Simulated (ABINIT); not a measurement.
# Al2O3 (Corundum): one start, several treatments of the self-energy, part 2 of 2

Aim: compare treatments of exchange, screening and correlation for the gap of Al2O3 (Corundum).

ABINIT 10.8.3; PBE and many-body steps on it, plane waves. Known limits of the many-body steps: not at the basis limit.

So far. Step 5 (G0W0, Hybertsen-Louie plasmon pole): Against G0W0 in ABINIT (4×4×4 mesh, 113 bands, screening to 122.5 eV, Godby-Needs plasmon pole), the gap moves by +0.109 eV. Step 6 (G0W0, von der Linden-Horsch plasmon pole): Against G0W0 in ABINIT (4×4×4 mesh, 113 bands, screening to 122.5 eV, Godby-Needs plasmon pole), the gap moves by +0.073 eV.

### 7. G0W0, Engel-Farid plasmon pole

Level of this step: G0W0 on PBE, plane waves, norm-conserving pseudopotentials (ABINIT).

run.abi

```
acell 3*1.0 Angstrom
rprim 
  2.380249999995 1.374237978213 4.331866666707
  -2.380249999995 1.374237978213 4.331866666707
  -0.000000000000 -2.748475956495 4.331866666685
ntypat 2
znucl 13 8
natom 10
typat 1 1 1 1 2 2 2 2 2 2
xred 
  0.352160000000 0.352160000000 0.352160000000
  0.147840000000 0.147840000000 0.147840000000
  0.647840000000 0.647840000000 0.647840000000
  0.852160000000 0.852160000000 0.852160000000
  0.556680000000 0.943320000000 0.250000000000
  0.250000000000 0.556680000000 0.943320000000
  0.943320000000 0.250000000000 0.556680000000
  0.443320000000 0.056680000000 0.750000000000
  0.750000000000 0.443320000000 0.056680000000
  0.056680000000 0.750000000000 0.443320000000
pp_dirpath "pseudos"
pseudos "Al.upf, O.upf"
ecut 36
ngkpt 4 4 4
nshiftk 1
shiftk 0 0 0
kptopt 1
chksymbreak 0
istwfk *1
occopt 1
irdwfk 1
optdriver 4
nband 113
gwcalctyp 0
ecutsigx 36
symsigma 1
nkptgw 1
kptgw 
  0.0000000000 0.0000000000 0.0000000000
bdgw 
  22 26
ecuteps 4.5
irdscr 1
ppmodel 4
indata_prefix "in"
outdata_prefix "out"
tmpdata_prefix "tmp"
```

The run is started by

```
$ OMP_NUM_THREADS=1 mpirun -n 4 abinit run.abi > log
```

Numbers of over 12 decimals in the logs are rounded to 6 here.

The log of the run:

```text
.Version 10.8.3 of ABINIT. v10.8.2 released Aug 2026.

 Symmetries : space group R-3 c (#167); Bravais hR (rhombohedral)
[... echo of the input left out ...]
== DATASET  1 ==================================================================
-   mpi_nproc: 4, omp_nthreads: 1 (-1 if OMP is not activated)

--- !DatasetInfo
iteration_state: {dtset: 1, }
dimensions: {natom: 10, nkpt: 13, mband: 113, nsppol: 1, nspinor: 1, nspden: 1, mpw: 5940, }
cutoff_energies: {ecut:  36.0, pawecutdg:  -1.0, }
[...]
24   5.182 -20.398 -25.833   4.371   0.832  -0.202 -21.283  -0.885   4.296
       25  11.448 -13.779  -8.892  -3.392   0.867  -0.153 -12.482   1.297  12.745
       26  14.369 -11.424  -6.101  -3.785   0.874  -0.145 -10.080   1.343  15.713

== END DATASET(S) ==============================================================
================================================================================

 -outvars: echo values of variables after computation  --------
           etotal      0.0000000000E+00
            nband         113
             nkpt          13
          spgroup         167
 [... the other variables as echoed above ...]

 Calculation completed.
```

The job ended after 9.9 s (4 MPI ranks of Intel Xeon Platinum 8488C (Sapphire Rapids), shared host; peak memory 1.6 GiB).

Numbers from this step:

| Quantity | Value |
| --- | --- |
| G0W0 gap on the points computed | 8.449 eV |
| starting gap on the mesh | 6.266 eV |
| k of the valence top | 0, 0, 0 |
| k of the conduction bottom | 0, 0, 0 |
| least direct G0W0 gap on the computed points | 8.449 eV |

Against G0W0 in ABINIT (4×4×4 mesh, 113 bands, screening to 122.5 eV, Godby-Needs plasmon pole), the gap moves by −0.001 eV.

### 8. One-shot Hartree-Fock

This step: one-shot Hartree-Fock on PBE, plane waves, norm-conserving pseudopotentials.

run.abi: that of step 7 with these lines changed.

```diff
@@ -32,4 +32,4 @@
 optdriver 4
-nband 113
-gwcalctyp 0
+nband 28
+gwcalctyp 5
 ecutsigx 36
@@ -41,5 +41,4 @@
   22 26
-ecuteps 4.5
-irdscr 1
-ppmodel 4
+ixc_sigma 40
+fftgw 31
 indata_prefix "in"
```

The log of the run:

```text
.Version 10.8.3 of ABINIT. v10.8.2 released Aug 2026.

 Symmetries : space group R-3 c (#167); Bravais hR (rhombohedral)
[... echo of the input left out ...]
== DATASET  1 ==================================================================
-   mpi_nproc: 4, omp_nthreads: 1 (-1 if OMP is not activated)

--- !DatasetInfo
iteration_state: {dtset: 1, }
dimensions: {natom: 10, nkpt: 13, mband: 28, nsppol: 1, nspinor: 1, nspden: 1, mpw: 5940, }
cutoff_energies: {ecut:  36.0, pawecutdg:  -1.0, }
[...]
24   5.182 -20.398 -25.833   0.000   1.000   0.000 -25.833  -5.435  -0.253
       25  11.448 -13.779  -8.892   0.000   1.000   0.000  -8.892   4.886  16.334
       26  14.369 -11.424  -6.101   0.000   1.000   0.000  -6.101   5.322  19.691

== END DATASET(S) ==============================================================
================================================================================

 -outvars: echo values of variables after computation  --------
           etotal      0.0000000000E+00
            nband          28
             nkpt          13
          spgroup         167
 [... the other variables as echoed above ...]

 Calculation completed.
```

It took 4.2 s on 4 MPI ranks; peak memory 1.4 GiB.

Numbers from this step:

| Item | Value |
| --- | --- |
| quasiparticle gap on the points computed | 16.59 eV |
| starting gap on the mesh | 6.266 eV |
| k of the valence top | 0, 0, 0 |
| k of the conduction bottom | 0, 0, 0 |
| least direct quasiparticle gap on the computed points | 16.59 eV |

Against G0W0 in ABINIT (4×4×4 mesh, 113 bands, screening to 122.5 eV, Godby-Needs plasmon pole), the gap moves by +8.137 eV.

### 9. Screening, 4×4×4 mesh, 113 bands, screening to 122.5 eV

This step: RPA screening on PBE, plane waves, norm-conserving pseudopotentials.

run.abi: that of step 8 with these lines changed.

```diff
@@ -31,14 +31,14 @@
 irdwfk 1
-optdriver 4
-nband 28
-gwcalctyp 5
-ecutsigx 36
-symsigma 1
-nkptgw 1
-kptgw 
-  0.0000000000 0.0000000000 0.0000000000
-bdgw 
-  22 26
-ixc_sigma 40
-fftgw 31
+optdriver 3
+nband 113
+ecuteps 4.5
+inclvkb 2
+awtr 1
+symchi 1
+gwcalctyp 2
+nfreqre 16
+freqremax 40 eV
+nfreqim 8
+spmeth 1
+nomegasf 120
 indata_prefix "in"
```

The log of the run:

```text
.Version 10.8.3 of ABINIT. v10.8.2 released Aug 2026.

 Symmetries : space group R-3 c (#167); Bravais hR (rhombohedral)
[... echo of the input left out ...]
== DATASET  1 ==================================================================
-   mpi_nproc: 4, omp_nthreads: 1 (-1 if OMP is not activated)

--- !DatasetInfo
iteration_state: {dtset: 1, }
dimensions: {natom: 10, nkpt: 13, mband: 113, nsppol: 1, nspinor: 1, nspden: 1, mpw: 5940, }
cutoff_energies: {ecut:  36.0, pawecutdg:  -1.0, }
electrons: {nelect:   4.80000000E+01, charge:   0.00000000E+00, occopt:   1.00000000E+00, tsmear:   1.00000000E-02, }

 SCREENING: Calculation of the susceptibility and dielectric matrices

 Based on a program developped by R.W. Godby, V. Olevano, G. Onida, and L. Reining.
 Incorporated in ABINIT by V. Olevano, G.-M. Rignanese, and M. Torrent.
.Using double precision arithmetic ; gwpc =  8

[... cell and pseudopotentials left out ...]
--------------------------------------------------------------------------------

 ==== K-mesh for the wavefunctions ====
 Number of points in the irreducible wedge :    13
[... list of points left out ...]
 Together with 12 symmetry operations and time-reversal symmetry
 yields    64 points in the full Brillouin Zone.

 ==== Q-mesh for the screening function ====
 Number of points in the irreducible wedge :    13
[... list of points left out ...]
 Together with 12 symmetry operations and time-reversal symmetry
 yields    64 points in the full Brillouin Zone.

 setmesh: FFT mesh size selected  =    36x   36x   36
          total number of points  =        46656

 vcoul_init : cutoff-mode = AUXILIARY_FUNCTION
 q-points for optical limit:   1
     1)      0.000010    0.000020    0.000030

- screening: taking advantage of time-reversal symmetry
- Maximum band index for partially occupied states nbvw = 24
- Remaining bands to be divided among processors   nbcw = 89
- Number of bands treated by each node ~22

 Number of electrons calculated from density =   48.0000; Expected =   48.0000
 average of density, n =  0.083663
 r_s =    1.4184
 omega_plasma =   27.9012 [eV]

 calculating chi0 at frequencies [eV] :
  1    0.000000E+00    0.000000E+00
  2    2.666667E+00    0.000000E+00
  3    5.333333E+00    0.000000E+00
[...]
23    0.000000E+00    7.105944E+01
 24    0.000000E+00    1.000525E+02

--------------------------------------------------------------------------------
  q-point number  1        q = ( 0.000000, 0.000000, 0.000000) [r.l.u.]
--------------------------------------------------------------------------------
[... chi0 elements left out ...]
  [... further frequencies ...]

 No. of calculated frequencies >  15, stop printing
 For q-point:  0.000010 0.000020 0.000030
  dielectric constant =   3.0379
  dielectric constant without local fields =   3.2453

  Average fulfillment of the sum rule on Im[epsilon] for q-point    1 :     52.57  [%]
[... wings left out ...]
  q-point number  2        q = ( 0.250000, 0.000000, 0.000000) [r.l.u.]
--------------------------------------------------------------------------------
[... chi0 elements left out ...]
  [... further frequencies ...]

 No. of calculated frequencies >  15, stop printing
  Average fulfillment of the sum rule on Im[epsilon] for q-point    2 :     64.61  [%]

 [... 11 further q-points ...]
```

Run time: 6.8 min. Hardware: 4 MPI ranks; peak memory 2.9 GiB; 27 min of CPU time.

This step gave:

```yaml
eps_infinity_with_local_fields_on_this_mesh_along_the_program_s_q_direction: 3.038
the_same_without_local_fields: 3.245
plasma_frequency: 27.90 eV
plane_waves_in_the_screening_matrix: 277
```

### 10. G0W0, contour deformation

This step: G0W0 on PBE, plane waves, norm-conserving pseudopotentials.

run.abi: that of step 9 with these lines changed.

```diff
@@ -31,14 +31,14 @@
 irdwfk 1
-optdriver 3
+optdriver 4
 nband 113
+gwcalctyp 2
+ecutsigx 36
+symsigma 1
+nkptgw 1
+kptgw 
+  0.0000000000 0.0000000000 0.0000000000
+bdgw 
+  22 26
 ecuteps 4.5
-inclvkb 2
-awtr 1
-symchi 1
-gwcalctyp 2
-nfreqre 16
-freqremax 40 eV
-nfreqim 8
-spmeth 1
-nomegasf 120
+irdscr 1
 indata_prefix "in"
```

The log of the run:

```text
.Version 10.8.3 of ABINIT. v10.8.2 released Aug 2026.

 Symmetries : space group R-3 c (#167); Bravais hR (rhombohedral)
[... echo of the input left out ...]
== DATASET  1 ==================================================================
-   mpi_nproc: 4, omp_nthreads: 1 (-1 if OMP is not activated)

--- !DatasetInfo
iteration_state: {dtset: 1, }
dimensions: {natom: 10, nkpt: 13, mband: 113, nsppol: 1, nspinor: 1, nspden: 1, mpw: 5940, }
cutoff_energies: {ecut:  36.0, pawecutdg:  -1.0, }
[...]
23   5.137 -20.467 -25.963   4.445   0.812  -0.232 -21.320  -0.853   4.284
[...]
26  14.369 -11.424  -6.101  -3.693   0.858  -0.166 -10.026   1.397  15.766
       26   0.000   0.000   0.000  -0.000   0.000   0.000  -0.000  -0.000  -0.000

== END DATASET(S) ==============================================================
================================================================================

 -outvars: echo values of variables after computation  --------
           etotal      0.0000000000E+00
            nband         113
             nkpt          13
          spgroup         167
 [... the other variables as echoed above ...]

 Calculation completed.
```

Wall time 12 s (4 MPI ranks); peak memory 1.9 GiB.

This step gave:

```yaml
g0w0_gap_on_the_points_computed: 8.471 eV
starting_gap_on_the_mesh: 6.266 eV
k_of_the_valence_top: 0, 0, 0
k_of_the_conduction_bottom: 0, 0, 0
least_direct_g0w0_gap_on_the_computed_points: 8.471 eV
```

Against G0W0 in ABINIT (4×4×4 mesh, 113 bands, screening to 122.5 eV, Godby-Needs plasmon pole), the gap moves by +0.021 eV.

### 11. Screening, 4×4×4 mesh, 113 bands, screening to 122.5 eV

This step: RPA screening on PBE, plane waves, norm-conserving pseudopotentials.

run.abi: that of step 10 with these lines changed.

```diff
@@ -31,14 +31,11 @@
 irdwfk 1
-optdriver 4
+optdriver 3
 nband 113
-gwcalctyp 2
-ecutsigx 36
-symsigma 1
-nkptgw 1
-kptgw 
-  0.0000000000 0.0000000000 0.0000000000
-bdgw 
-  22 26
 ecuteps 4.5
-irdscr 1
+inclvkb 2
+awtr 1
+symchi 1
+gwcalctyp 1
+nfreqre 0
+nfreqim 16
 indata_prefix "in"
```

The log of the run:

```text
.Version 10.8.3 of ABINIT. v10.8.2 released Aug 2026.

 Symmetries : space group R-3 c (#167); Bravais hR (rhombohedral)
[... echo of the input left out ...]
== DATASET  1 ==================================================================
-   mpi_nproc: 4, omp_nthreads: 1 (-1 if OMP is not activated)

--- !DatasetInfo
iteration_state: {dtset: 1, }
dimensions: {natom: 10, nkpt: 13, mband: 113, nsppol: 1, nspinor: 1, nspden: 1, mpw: 5940, }
cutoff_energies: {ecut:  36.0, pawecutdg:  -1.0, }
[...]
No. of calculated frequencies >  15, stop printing
 For q-point:  0.000010 0.000020 0.000030
  dielectric constant =   3.0346
  dielectric constant without local fields =   3.2418

  Average fulfillment of the sum rule on Im[epsilon] for q-point    1 :     52.57  [%]
[... wings left out ...]
  q-point number  2        q = ( 0.250000, 0.000000, 0.000000) [r.l.u.]
--------------------------------------------------------------------------------
[... chi0 elements left out ...]
  [... further frequencies ...]

 No. of calculated frequencies >  15, stop printing
  Average fulfillment of the sum rule on Im[epsilon] for q-point    2 :     64.61  [%]

 [... 11 further q-points ...]
```

Elapsed: 14 min, on 4 MPI ranks; peak memory 2.5 GiB.

Numbers from this step:

```yaml
eps_infinity_with_local_fields_on_this_mesh_along_the_program_s_q_direction: 3.035
the_same_without_local_fields: 3.242
plasma_frequency: 27.90 eV
plane_waves_in_the_screening_matrix: 277
```

### 12. G0W0, analytic continuation

This step: G0W0 on PBE, plane waves, norm-conserving pseudopotentials.

run.abi: that of step 11 with these lines changed.

```diff
@@ -31,11 +31,16 @@
 irdwfk 1
-optdriver 3
+optdriver 4
 nband 113
+gwcalctyp 1
+ecutsigx 36
+symsigma 1
+nkptgw 1
+kptgw 
+  0.0000000000 0.0000000000 0.0000000000
+bdgw 
+  22 26
 ecuteps 4.5
-inclvkb 2
-awtr 1
-symchi 1
-gwcalctyp 1
-nfreqre 0
-nfreqim 16
+irdscr 1
+nomegasi 12
+omegasimax 25 eV
 indata_prefix "in"
```

The log of the run:

```text
.Version 10.8.3 of ABINIT. v10.8.2 released Aug 2026.

 Symmetries : space group R-3 c (#167); Bravais hR (rhombohedral)
[... echo of the input left out ...]
== DATASET  1 ==================================================================
-   mpi_nproc: 4, omp_nthreads: 1 (-1 if OMP is not activated)

--- !DatasetInfo
iteration_state: {dtset: 1, }
dimensions: {natom: 10, nkpt: 13, mband: 113, nsppol: 1, nspinor: 1, nspden: 1, mpw: 5940, }
cutoff_energies: {ecut:  36.0, pawecutdg:  -1.0, }
[...]
23  -3.178 -20.467 -25.963   4.453   0.807  -0.240 -21.302  -0.835  -4.013
[...]
26   6.054 -11.424  -6.101  -3.689   0.860  -0.163 -10.027   1.396   7.451
       26   0.000   0.000   0.000  -0.005  -0.002  -0.002  -0.007  -0.007  -0.007

== END DATASET(S) ==============================================================
================================================================================

 -outvars: echo values of variables after computation  --------
           etotal      0.0000000000E+00
            nband         113
             nkpt          13
          spgroup         167
 [... the other variables as echoed above ...]

 Calculation completed.
```

Elapsed: 19 s, on 4 MPI ranks; peak memory 2.1 GiB.

This step gave:

```
G0W0 gap on the points computed              : 8.418 eV
starting gap on the mesh                     : 6.266 eV
k of the valence top                         : 0, 0, 0
k of the conduction bottom                   : 0, 0, 0
least direct G0W0 gap on the computed points : 8.418 eV
```

Against G0W0 in ABINIT (4×4×4 mesh, 113 bands, screening to 122.5 eV, Godby-Needs plasmon pole), the gap moves by −0.032 eV.

### 13. The runs together

Times are wall times on 4 MPI ranks of Intel Xeon Platinum 8488C (Sapphire Rapids), shared host, good to a factor of about two. A run's time includes the screening step that it read.

| run | mesh | bands | screening cutoff (eV) | DFT gap (eV) | gap on the mesh (eV) | direct (eV) | ε∞ used | time |
| --- | --- | --- | --- | --- | --- | --- | --- | --- |
| G0W0, Godby-Needs plasmon pole | 4×4×4 | 113 | 122.5 | 6.266 | 8.450 | 8.450 | 3.03 | 4.6 min |
| G0W0, Hybertsen-Louie plasmon pole | 4×4×4 | 113 | 122.5 | 6.266 | 8.559 | 8.559 | 3.03 | 4.6 min |
| G0W0, von der Linden-Horsch plasmon pole | 4×4×4 | 113 | 122.5 | 6.266 | 8.523 | 8.523 | 3.03 | 4.5 min |
| G0W0, Engel-Farid plasmon pole | 4×4×4 | 113 | 122.5 | 6.266 | 8.449 | 8.449 | 3.03 | 4.5 min |
| one-shot Hartree-Fock | 4×4×4 | - | - | 6.266 | 16.587 | 16.587 | - | 4.2 s |
| G0W0, contour deformation | 4×4×4 | 113 | 122.5 | 6.266 | 8.471 | 8.471 | 3.04 | 7 min |
| G0W0, analytic continuation | 4×4×4 | 113 | 122.5 | 6.266 | 8.418 | 8.418 | 3.03 | 14 min |

### 14. Summary of results

* G0W0, Godby-Needs plasmon pole: 8.450 eV
* G0W0, Hybertsen-Louie plasmon pole: 8.559 eV
* G0W0, von der Linden-Horsch plasmon pole: 8.523 eV
* G0W0, Engel-Farid plasmon pole: 8.449 eV
* one-shot Hartree-Fock: 16.587 eV
* G0W0, contour deformation: 8.471 eV
* G0W0, analytic continuation: 8.418 eV
* known limits: not at the basis limit

**Reading.** G0W0, Hybertsen-Louie plasmon pole: +0.109 eV against G0W0, Godby-Needs plasmon pole. G0W0, von der Linden-Horsch plasmon pole: +0.073 eV against G0W0, Godby-Needs plasmon pole. G0W0, Engel-Farid plasmon pole: −0.001 eV against G0W0, Godby-Needs plasmon pole. One-shot Hartree-Fock: +8.137 eV against G0W0, Godby-Needs plasmon pole. G0W0, contour deformation: +0.021 eV against G0W0, Godby-Needs plasmon pole. G0W0, analytic continuation: −0.032 eV against G0W0, Godby-Needs plasmon pole. Bare exchange alone opens the gap to 16.59 eV; against G0W0, correlation takes back 8.14 eV. Against experiment, by G0W0, Godby-Needs plasmon pole: the gap of 8.45 eV lies −0.25 eV from the measured 8.7 eV (optical, quoted 2018). An exciton line or allowed optical edge lies below the quasiparticle gap by the binding energy; a forbidden edge can push the onset above it. These are gaps on the mesh, at modest bands and cutoff. The calculation has static nuclei and no excitons; a measured gap holds zero-point and thermal motion, which mostly lowers it. Bands and cutoff are finite, so the gap is not at the basis limit. The miss can reach some tenths of an eV and take either sign; the mesh is an error of its own. In the first G0W0 run levels were corrected at 1 k point alone, so a gap called «on the mesh» is the least over those, and an edge elsewhere would be missed.

[Paths, hosts, dates, memory and timing lines, banners, echoed tables and standing remarks are left out of the program output.]

[Logs are printed without paths, hosts, clocks, repeated set-up lines and the standing remarks that a program may print on its own settings, such as how far it seeks lower states.]

[Runs of the session that timed out or met a known fault of the program may be left out.]

[No measured gap is set beside runs whose start may be inverted or whose files or cutoffs have a known fault.]

[Hosts, paths, dates, database ids (printed as entryN), source tags and the programs' standing remarks are cut or masked in the printed files.]

[G0W0 gaps are taken among the corrected bands and points alone; a level outside them can change the order at an edge.]

[Where Ansatz stands beside ABINIT at settings called matched, ABINIT's density can come from a denser mesh and the files from another edition; pairs whose starting gaps differed by over 0.03 eV were left out, so agreement reads better than it is.]
